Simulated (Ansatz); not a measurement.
# From PBE to G0W0: WSe2 (P6_3/mmc), part 2 of 2

Wanted: the gap of WSe2 (P6_3/mmc) with a many-body correction, and the time that it takes.

Ansatz 0.2.0; PBE, then G0W0 on it, plane waves, PAW. Known limits of the many-body steps: finite bands, screening cutoff and k mesh; no spin-orbit coupling in G0W0.

So far. Step 2 (Bands along the symmetry lines): Over mesh and path the gap is 0.974 eV, from k = Γ to k = (0.167, 0.167, 0.000). The least direct gap found is 1.527 eV, at k = (0.333, 0.333, 0.000).

The database entry behind the starting cell differs from later determinations by our own check (a about 0.2 % long), so it need not match the best structure at ambient conditions.

In doubt: masses and optical values from hybrid runs of this build are listed as unsure (in some of the runs), which bears on the screening that GW takes from such a start.

### 3. The quasiparticle correction

G0W0 replaces the xc potential by a self-energy built once from the orbitals of the start. Levels are corrected in the window of bands that the input names, at points of the mesh.

This step: G0W0 on PBE, plane waves, PAW.

File input.yaml:

```yaml
crystal:
  lattice:
    - [3.29, 0.0, 0.0]
    - [-1.645, 2.8492235785, 0.0]
    - [0.0, 0.0, 12.97]
  atoms:
    - { symbol: W, position: [0.3333333333, 0.6666666667, 0.25] }
    - { symbol: W, position: [0.6666666667, 0.3333333333, 0.75] }
    - { symbol: Se, position: [0.3333333333, 0.6666666667, 0.621] }
    - { symbol: Se, position: [0.6666666667, 0.3333333333, 0.121] }
    - { symbol: Se, position: [0.3333333333, 0.6666666667, 0.879] }
    - { symbol: Se, position: [0.6666666667, 0.3333333333, 0.379] }
kpoints:
  mp_grid: { grid: [6, 6, 2] }
hamiltonian:
  xc: pbe
  pseudopotentials: { kind: paw, source: ansatz }
scf:
  occupations: { method: fixed }
gw:
  n_empty_bands: 2045
  ecut_chi: 380
  qp_bands: [v2, c2]
  qp_kpoints: band_edges
  screening: { model: contour_deformation }
```

The run is started by

```console
ansatz run input.yaml --threads 4 --pin off --max-ram 138240MiB --backend cuda --events-out ev --progress --plain --runs-dir out --devices 1 --max-vram 26GiB  # rebuilt from the run's record
```

Numbers of over 12 decimals in the logs are rounded to 6 here.

The log of the run:

```text
GPUs: using 1 of 1 available (devices: 1).
[...]
GPU FFT provider: cuFFT
GPU libraries: cuBLAS 13.8.2, cuFFT 12.4.0, cuSOLVER 12.3.4
Crystal: 6 atoms, lattice volume = 121.580 Å³
Basis set: ecut = 760 eV, 5861 PW (Γ)
Bands: 72, of which v1, the nominal top of the filled ones, is band 60 counted from 1 (59 counted from 0)
Symmetry: 24 space group operations
[...]
k-points: 14 of 72
[...]
GPU buffer pool allocated for 108000 grid points (all kernels)
[...]
SCF iter   1: F=—  HF=-57643.637801 eV  |F-HF|=—  |Δ(HF+E_count)|=         —  Δρ=4.27e-2  dr2=9.13e0  ethr=3.10e-3  ⟨swp⟩=5.0  Hψ=3309  notcnv=0  defer=120
[...]
SCF iter  10: F=-57642.162479 eV  HF=-57642.162479 eV  |F-HF|=5.25e-9  |Δ(HF+E_count)|=   4.31e-7  Δρ=2.25e-6  dr2=4.48e-9  ethr=8.33e-11  ⟨swp⟩=11.1  Hψ=3745  notcnv=0
SCF 1 converged in 10 iterations: F = -57642.162479 eV  dr2 = 4.48e-9
[...]
NSCF: frozen V_eff on 14 k-points
the band table was solved once the SCF had ended and its energy, with any forces and stress, was formed, with the checks that follow a solve (3857 applications of the Hamiltonian). They found nothing against the state; the energy, forces and stress were not computed again (output.eigenvalues in the input reference)
[...]
G₀W₀ screening: q 1/14
[... further progress lines ...]
SCF converged after 10 iterations
Free energy (F): -57642.162479 eV
[...]
Internal energy: -57642.162479 eV  (E = F + TS)
E sigma→0 (E₀):  -57642.162479 eV
Fermi energy:    14.919853 eV
[...]
--- Band table (eV; the first three rows and the last of 14) ---
  k-point 0: bands = [... 56 lower, 13.4219, 13.8160, 13.8535, 14.9199, 17.5607, 17.5607, 17.6112, 17.6112, ... 8 higher]
  k-point 1: bands = [... 56 lower, 13.3943, 13.3943, 14.7035, 14.7035, 17.5663, 17.5663, 17.5663, 17.5663, ... 8 higher]
  k-point 2: bands = [... 56 lower, 13.0758, 13.8350, 13.8674, 14.2514, 16.5751, 17.1079, 17.1806, 17.2513, ... 8 higher]
  k-point 13: bands = [... 56 lower, 12.1853, 12.1853, 14.5838, 14.5838, 16.2499, 16.2499, 17.3529, 17.3529, ... 8 higher]
--- G₀W₀: contour deformation, 8 samples at zero and on the imaginary axis and 1 off it, 72 q-points, 2045 empty bands' worth ---
  eigenvalues of the whole cell's RPA ε∞ on this k-mesh (on a slab, of 1 + 4πα/V) = 7.1129, 15.2036, 15.2036; static W/v taken at q = 0 is 0.069285
  bands read: the sum over 2105 bands ends inside a degenerate multiplet in 7 slots, whose members it reads at an even weight; the widest, k=1: bands 2105 to 2106 (counted from 1) at 1/2 each
  gw.qp_kpoints: band_edges: 10 of 14 stored k-points solved, in 1 pass; an edge of the gap read off the rows below is read off those points alone
    valence top: of the k-points left out ik 7 came nearest to being solved in a further pass, in band 59 (counted from 1, as in the quasiparticle table): it holds the edge there only if its correction is more favourable than any solved in that band by at least 1.233 eV; those differ by 0.272 eV
    conduction bottom: of the k-points left out ik 4 came nearest to being solved in a further pass, in band 61 (counted from 1, as in the quasiparticle table): it holds the edge there only if its correction is more favourable than any solved in that band by at least 0.577 eV; those differ by 0.065 eV
    ik  band        ε_KS         Σx   Σc(E_QP)       V_xc       Z   E_QP_lin       E_QP  E_QP is
     0    59     13.8535   -18.1827     1.3900   -15.9694  0.7687    13.0171    13.0303  root
     0    60     14.9199   -19.3932     0.0774   -18.7634  0.7502    14.3638    14.3674  root
     0    61     17.5607   -13.9012    -4.4763   -18.2348  0.7553    17.4184    17.4180  root
     0    62     17.5607   -13.9012    -4.4763   -18.2348  0.7553    17.4184    17.4180  root
     1    59     14.7035   -19.0979     0.3331   -18.1736  0.7525    14.1077    14.1124  root
     1    60     14.7035   -19.0979     0.3331   -18.1736  0.7525    14.1077    14.1124  root
     1    61     17.5663   -13.8598    -4.4617   -18.1698  0.7542    17.4150    17.4146  root
     1    62     17.5663   -13.8598    -4.4617   -18.1698  0.7542    17.4150    17.4146  root
     2    59     13.8674   -18.2455     1.3690   -16.0683  0.7683    13.0471    13.0593  root
     2    60     14.2514   -19.1008     0.4793   -18.0656  0.7473    13.6905    13.6956  root
     2    61     16.5751   -13.3725    -4.2250   -17.3905  0.7576    16.3688    16.3681  root
     2    62     17.1079   -14.0361    -4.5839   -18.5074  0.7615    16.9955    16.9953  root
     3    59     14.2057   -19.0555     0.5923   -17.8830  0.7487    13.6198    13.6256  root
     3    60     14.2057   -19.0555     0.5923   -17.8830  0.7487    13.6198    13.6256  root
     3    61     16.8555   -13.7699    -4.3474   -17.9284  0.7545    16.6673    16.6667  root
     3    62     16.8555   -13.7699    -4.3474   -17.9284  0.7545    16.6673    16.6667  root
     8    59     13.7803   -19.3622     0.8188   -17.9847  0.7393    13.2149    13.2216  root
     8    60     13.8205   -19.4395     0.8089   -18.0521  0.7423    13.2353    13.2421  root
     8    61     15.8968   -13.0802    -3.9264   -16.7993  0.7625    15.6900    15.6895  root
     8    62     16.7831   -14.1711    -4.4304   -18.4321  0.7464    16.6143    16.6138  root
     9    59     13.8063   -19.4149     0.8101   -18.0346  0.7410    13.2294    13.2361  root
     9    60     13.8063   -19.4149     0.8101   -18.0346  0.7410    13.2294    13.2361  root
     9    61     16.2891   -13.6477    -4.1378   -17.6002  0.7584    16.1043    16.1038  root
     9    62     16.2891   -13.6477    -4.1378   -17.6002  0.7584    16.1043    16.1038  root
    10    59     13.9766   -18.1825     0.6596   -16.9325  0.7496    13.3795    13.3862  root
    10    60     14.1695   -18.7401     0.5521   -17.6037  0.7494    13.5794    13.5852  root
    10    61     16.4945   -14.3170    -4.3153   -18.4427  0.7474    16.3055    16.3050  root
    10    62     17.0887   -15.8192    -4.7165   -20.3471  0.7279    16.9009    16.9001  root
    11    59     14.0818   -18.5037     0.6056   -17.3108  0.7495    13.4883    13.4945  root
    11    60     14.0818   -18.5037     0.6056   -17.3108  0.7495    13.4883    13.4945  root
    11    61     16.7535   -14.6237    -4.4340   -18.8679  0.7438    16.5643    16.5637  root
    11    62     16.7535   -14.6237    -4.4340   -18.8679  0.7438    16.5643    16.5637  root
    12    59     14.4781   -18.1714     0.1873   -17.4298  0.7500    13.9196    13.9239  root
    12    60     14.7241   -18.7999     0.0282   -18.2208  0.7499    14.1696    14.1732  root
    12    61     16.2498   -15.5798    -4.2761   -19.6945  0.7418    16.0888    16.0884  root
    12    62     16.2498   -15.5798    -4.2761   -19.6945  0.7418    16.0888    16.0884  root
    13    59     14.5838   -18.3914     0.1065   -17.7336  0.7503    14.0285    14.0325  root
    13    60     14.5838   -18.3914     0.1065   -17.7336  0.7503    14.0285    14.0325  root
    13    61     16.2499   -15.5769    -4.2760   -19.6915  0.7418    16.0889    16.0885  root
    13    62     16.2499   -15.5769    -4.2760   -19.6915  0.7418    16.0889    16.0885  root
```

Run time: 5.5 min. Hardware: 1 × NVIDIA H100 80GB HBM3 (shared by 3 runs) with 4 threads of AMD EPYC 7R13 (Zen 3), shared host; peak memory 14 GiB.

Numbers from this step:

```
bands summed                                    : 2105
RPA ε∞ on this mesh (eigenvalues)               : 7.113, 15.20, 15.20
plane waves in the screening matrix             : 2033
q-points in the mesh                            : 72
G0W0 gap over the corrected points              : 1.322 eV
k of the valence top                            : 0, 0, 0
k of the conduction bottom                      : 0.1667, 0.1667, 0
starting gap on the mesh                        : 0.9770 eV
Z at the valence top                            : 0.7502
Z at the conduction bottom                      : 0.7625
least direct G0W0 gap over the corrected points : 1.915 eV
```

Over 10 of 14 irreducible mesh points the G0W0 gap is 1.322 eV, from k = Γ to k = (0.167, 0.167, 0.000). The PBE gap of this run on the mesh is 0.977 eV. The two states that bound the G0W0 gap lie that far apart at the start, so the correction of the gap is 1.322 − 0.977 = +0.345 eV. The start of this run differs from the step before in mesh (12×12×2 and 6×6×2), files (soft_2 PAW and hard PAW) and plane-wave cutoff (420 eV and 760 eV).

Labels follow the order of the start: v1 is the top filled band, c1 the lowest empty one; levels that stay degenerate share a row, the window can cut a multiplet, doubted levels are not marked in this list, bands outside the window were not corrected, and the list may be a part of the corrected levels. Levels before and after the correction, in eV, zero at the valence-band top of each column:

```
           conduction bottom  valence top
Kohn-Sham               0.98         0.00
     G0W0               1.32         0.00
```

```
                        level  occupation  energy (eV)
Kohn-Sham                Γ v2           2       -1.066
Kohn-Sham                Γ v1           2        0.000
Kohn-Sham             Γ c1-c2           0        2.641
Kohn-Sham  (0.167 0.167 0) v2           2       -1.140
Kohn-Sham  (0.167 0.167 0) v1           2       -1.099
Kohn-Sham  (0.167 0.167 0) c1           0        0.977
Kohn-Sham  (0.167 0.167 0) c2           0        1.863
     G0W0                Γ v2           2       -1.337
     G0W0                Γ v1           2        0.000
     G0W0             Γ c1-c2           0        3.051
     G0W0  (0.167 0.167 0) v2           2       -1.146
     G0W0  (0.167 0.167 0) v1           2       -1.125
     G0W0  (0.167 0.167 0) c1           0        1.322
     G0W0  (0.167 0.167 0) c2           0        2.246
```

The parts of the quasiparticle energy for the two states that bound the G0W0 gap, in eV on the run's own scale (QP = start + Σx + Σc − Vxc, with Σc at the quasiparticle energy):

```
             edge                      k  band   start       Σx      Σc      Vxc      Z      QP
      valence top                      Γ    60  14.920  −19.393   0.077  −18.763  0.750  14.367
conduction bottom  (0.167, 0.167, 0.000)    61  15.897  −13.080  −3.926  −16.799  0.762  15.690
```

### 4. Spin-orbit coupling

This run has two-component orbitals with spin-orbit coupling.

This step: DFT, PBE with spin-orbit coupling, plane waves, PAW.

input.yaml: that of step 3 with these lines changed.

```diff
@@ -13,13 +13,22 @@
 kpoints:
-  mp_grid: { grid: [6, 6, 2] }
+  mp_grid: { grid: [12, 12, 2] }
+  band_path:
+    path:
+      - [0.0, 0.0, 0.0]
+      - [0.5, 0.0, 0.0]
+      - [0.33333333, 0.33333333, 0.0]
+      - [0.0, 0.0, 0.5]
+      - [0.5, 0.0, 0.5]
+      - [0.33333333, 0.33333333, 0.5]
+      - [0.1666666667, 0.1666666667, 0.0]
+    npoints: 1
 hamiltonian:
   xc: pbe
-  pseudopotentials: { kind: paw, source: ansatz }
 scf:
-  occupations: { method: fixed }
-gw:
-  n_empty_bands: 2045
-  ecut_chi: 380
-  qp_bands: [v2, c2]
-  qp_kpoints: band_edges
-  screening: { model: contour_deformation }
+  occupations: { method: fermi_dirac, width: 0.02 }
+  n_extra_bands: 12
+magnetization:
+  noncollinear: true
+  spin_orbit: true
+output:
+  eigenvalues: true
```

The log of the run:

```text
[...]
GPUs: using 1 of 1 available (devices: 1).
[...]
non-collinear run that drives no moment, with spin-orbit: no starting moment large enough to seed its density (crystal.atoms[].spin), no starting occupations that ask for one, no magnetisation constraint and no magnetic field, so the semilocal B_xc is pinned to zero
[...]
GPU FFT provider: cuFFT
GPU libraries: cuBLAS 13.8.2, cuFFT 12.4.0, cuSOLVER 12.3.4
Crystal: 6 atoms, lattice volume = 121.580 Å³
Basis set: ecut = 420 eV, 2419 PW (Γ)
Bands: 104, of which v1, the nominal top of the filled ones, is band 92 counted from 1 (91 counted from 0)
Symmetry: 24 space group operations + 24 with time reversal
[...]
k-points: 38 of 288
Projection manifold: j_resolved (fully-relativistic pseudo-atomic orbitals)
[...]
GPU buffer pool allocated for 51840 grid points (all kernels)
[...]
SCF iter   1: F=—  HF=-42700.051709 eV  |F-HF|=—  |Δ(HF+E_count)|=         —  Δρ=3.57e-2  dr2=5.60e0  dr2_m=0.00e0 (ungated)  ethr=3.10e-3  |M|=0.00e0 ∫|m|=0.00e0 μB  |m|>n=0.0e0 m-floor=0.0e0 τ_xc=0.0e0  β_m=0.30  ⟨swp⟩=5.8  Hψ=9098  notcnv=0
[...]
spin=Noncollinear: Resta preconditioning applied to the charge; magnetization (m_x, m_y, m_z) channels mix plain (no charge-response kernel on spin).
SCF iter   2: F=—  HF=-42699.513605 eV  |F-HF|=—  |Δ(HF+E_count)|=   5.38e-1  Δρ=2.56e-2  dr2=2.16e0  dr2_m=0.00e0 (ungated)  ethr=3.10e-3  |M|=0.00e0 ∫|m|=0.00e0 μB  |m|>n=0.0e0 m-floor=0.0e0 τ_xc=0.0e0  β_m=0.54  ⟨swp⟩=1.9  Hψ=2464  notcnv=0  defer=198
[...]
SCF iter   9: F=-42699.066690 eV  HF=-42699.066690 eV  |F-HF|=3.84e-8  |Δ(HF+E_count)|=   2.91e-6  Δρ=5.16e-6  dr2=2.85e-8  dr2_m=0.00e0 (ungated)  ethr=1.09e-10  |M|=0.00e0 ∫|m|=0.00e0 μB  |m|>n=0.0e0 m-floor=0.0e0 τ_xc=0.0e0  ⟨swp⟩=8.2  Hψ=7580  notcnv=0
SCF 1 converged in 9 iterations: F = -42699.066690 eV  dr2 = 2.85e-8
[...]
SCF converged after 9 iterations
Magnetization: |M| = 0.0000 μB,  M = (+0.0000, +0.0000, +0.0000) μB
Absolute magnetization: 0.0000 μB (∫|m|)
  site 0: m = (+0.0000, +0.0000, +0.0000) μB, |m| = 0.0000 μB  (R = 1.04 Å)
  site 1: m = (+0.0000, +0.0000, +0.0000) μB, |m| = 0.0000 μB  (R = 1.04 Å)
  site 2: m = (+0.0000, +0.0000, +0.0000) μB, |m| = 0.0000 μB  (R = 1.04 Å)
  site 3: m = (+0.0000, +0.0000, +0.0000) μB, |m| = 0.0000 μB  (R = 1.04 Å)
  site 4: m = (+0.0000, +0.0000, +0.0000) μB, |m| = 0.0000 μB  (R = 1.04 Å)
  site 5: m = (+0.0000, +0.0000, +0.0000) μB, |m| = 0.0000 μB  (R = 1.04 Å)
Free energy (F): -42699.066690 eV
[...]
Internal energy: -42699.066690 eV  (E = F + TS)
E sigma→0 (E₀):  -42699.066690 eV
Fermi energy:    13.457944 eV
[...]
--- Band table (eV; the first three rows and the last of 38) ---
  k-point 0: bands = [... 88 lower, 11.9672, 11.9672, 13.0235, 13.0235, 15.4283, 15.4283, 15.4820, 15.4820, ... 8 higher]
  k-point 1: bands = [... 88 lower, 12.7978, 12.7978, 12.7978, 12.7978, 15.4462, 15.4462, 15.4462, 15.4462, ... 8 higher]
  k-point 2: bands = [... 88 lower, 12.1066, 12.1066, 12.8431, 12.8431, 15.3003, 15.3003, 15.3779, 15.3779, ... 8 higher]
  k-point 37: bands = [... 88 lower, 12.4064, 12.4064, 12.8564, 12.8564, 14.2406, 14.2406, 14.2808, 14.2808, ... 8 higher]
```

It took 8.6 s on 1 × NVIDIA H100 80GB HBM3 (shared by 3 runs) with 4 threads; peak memory 1 GiB; 18 s of CPU time.

This step gave:

- gap: 0.9048 eV
- valence top at: Γ
- conduction bottom at: k = (0.167, 0.167, 0.000)
- least direct gap: 1.313 eV

Over mesh and listed points the gap is 0.905 eV, from k = Γ to k = (0.167, 0.167, 0.000). The least direct gap found is 1.313 eV, at k = (0.333, 0.333, 0.000). PBE+SOC against PBE: 0.905 − 0.974 = −0.069 eV, with the same mesh, set of files (read in its fully relativistic form for the spin-orbit run) and cutoff, and both edges at the same k points. The spin-orbit run sees mesh and listed points alone, so its gap is an upper bound: the coupling can move an edge off these points, and the change over the zone, its sign included where it is small, is not known.

### 5. The runs together

Each gap is the least one over the points named; times are wall times on shared hosts, not benchmarks. A G0W0 time includes the run's own self-consistent start. Runs with listed points see these and the mesh alone, so an edge that moves elsewhere is missed. Rows marked * are further runs, not shown as steps, whose inputs differ from the G0W0 step on the same start in the columns given; solver thresholds can differ too.

```
    level     mesh       files, cutoff  bands summed, screening                            points  gap (eV)  valence top      conduction bottom  least direct gap (eV)     time
      PBE  12×12×2  soft_2 PAW, 420 eV                        -                     mesh and path     0.974            Γ  (0.167, 0.167, 0.000)                  1.527     13 s
  PBE+SOC  12×12×2  soft_2 PAW, 420 eV                        -            mesh and listed points     0.905            Γ  (0.167, 0.167, 0.000)                  1.313    8.6 s
G0W0@PBE*    6×6×2    hard PAW, 760 eV              378, 110 eV  10 of 14 irreducible mesh points     1.253            Γ  (0.167, 0.167, 0.000)                  1.947     36 s
G0W0@PBE*    6×6×2    hard PAW, 760 eV              783, 190 eV  10 of 14 irreducible mesh points     1.294            Γ  (0.167, 0.167, 0.000)                  1.936     86 s
G0W0@PBE*    6×6×2    hard PAW, 760 eV             1284, 270 eV  10 of 14 irreducible mesh points     1.311            Γ  (0.167, 0.167, 0.000)                  1.925  4.1 min
 G0W0@PBE    6×6×2    hard PAW, 760 eV             2105, 380 eV  10 of 14 irreducible mesh points     1.322            Γ  (0.167, 0.167, 0.000)                  1.915  5.5 min
G0W0@PBE*  12×12×2    hard PAW, 760 eV              378, 110 eV  19 of 38 irreducible mesh points     1.252            Γ  (0.167, 0.167, 0.000)                  1.930  5.3 min
```

### 6. Outcome

- PBE gap over mesh and path: 0.974 eV, from k = Γ to k = (0.167, 0.167, 0.000)
- G0W0@PBE gap over 10 of 14 irreducible mesh points: 1.322 eV, from k = Γ to k = (0.167, 0.167, 0.000)
- PBE+SOC gap over mesh and listed points: 0.905 eV
- estimated limit in bands and cutoff, on this mesh: 1.339 eV
- GW settings: 6×6×2 mesh, 2045 empty bands, screening to 380 eV, hard PAW files
- known limits: finite bands, screening cutoff and k mesh; no spin-orbit coupling in G0W0

Over 10 of 14 irreducible mesh points the G0W0 gap is 1.322 eV, from k = Γ to k = (0.167, 0.167, 0.000). The PBE gap of this run on the mesh is 0.977 eV. The two states that bound the G0W0 gap lie that far apart at the start, so the correction of the gap is 1.322 − 0.977 = +0.345 eV. The valence state moves by 14.367 − 14.920 = −0.553 eV and the conduction state by 15.690 − 15.897 = −0.207 eV, on the run's own scale; with 378 bands the edge states move by −0.114 and +0.162 eV, so the split between the edges depends on the bands and cutoff. Both edges that PBE shows over mesh and path lie at k points where levels were corrected. Levels at other points were not corrected, so a lower G0W0 gap elsewhere in the zone is not ruled out. From 378 bands and 110 eV to 2105 bands and 380 eV the gap moves by 1.322 − 1.253 = +0.069 eV (rung by rung 1.253, 1.294, 1.311, 1.322 eV); bands and screening cutoff rise together, so their parts are not told apart. A line in one over the bands through the two highest rungs gives 1.322 + (1.322 − 1.311) × 1284 / (2105 − 1284) = 1.339 eV, and through the pair below 1.311 + (1.311 − 1.294) × 783 / (1284 − 783) = 1.338 eV. The two agree within 0.03 eV and the same two states bound the gap in each rung, so 1.339 eV is taken as an estimate of the limit on this mesh. With the 12×12×2 mesh in place of the 6×6×2 mesh and all else as in the G0W0@PBE row with 378 bands, the gap differs by 1.252 − 1.253 = −0.001 eV, and that of the start by 0.976 − 0.977 = −0.001 eV. G0W0 on other starts in this series, not shown as steps and not all at these settings: 1.481 eV on HSE06 (6×6×2, hard PAW, 783 bands, 190 eV) and 1.604 eV on PBE0 (6×6×2, hard PAW, 783 bands, 190 eV). PBE+SOC against PBE: 0.905 − 0.974 = −0.069 eV, with the same mesh, set of files (read in its fully relativistic form for the spin-orbit run) and cutoff, and both edges at the same k points. The spin-orbit run sees mesh and listed points alone, so its gap is an upper bound: the coupling can move an edge off these points, and the change over the zone, its sign included where it is small, is not known. What spin-orbit coupling does to the G0W0 levels was not computed, so no sum with the G0W0 gap is formed. The G0W0 runs are scalar-relativistic. G0W0 is shown with one set of atomic data (hard PAW), so the error from the files is not known here.

[Paths, hosts, dates, memory and timing lines, banners, echoed tables and standing remarks are left out of the program output.]

[Logs are printed without paths, hosts, clocks, repeated set-up lines and the standing remarks that a program may print on its own settings, such as how far it seeks lower states.]

[Runs of the session that timed out or met a known fault of the program may be left out.]

[Cells called generated may have been cut or substituted from an entry of the Crystallography Open Database or the Materials Project.]

[Hosts, paths, dates, database ids (printed as entryN), source tags and the programs' standing remarks are cut or masked in the printed files.]

[Where an RPA ε∞ is given, it is that of the G0W0 mesh and is not shown converged in it. Names of k-points follow the symmetry that the program found, which can be lower than the space group named. Band edges on a path are those of the sampled points; other points can move an edge, and change direct to indirect where valleys lie close.]

[Hybrid gaps are those of their k-mesh and are not shown converged in it.]
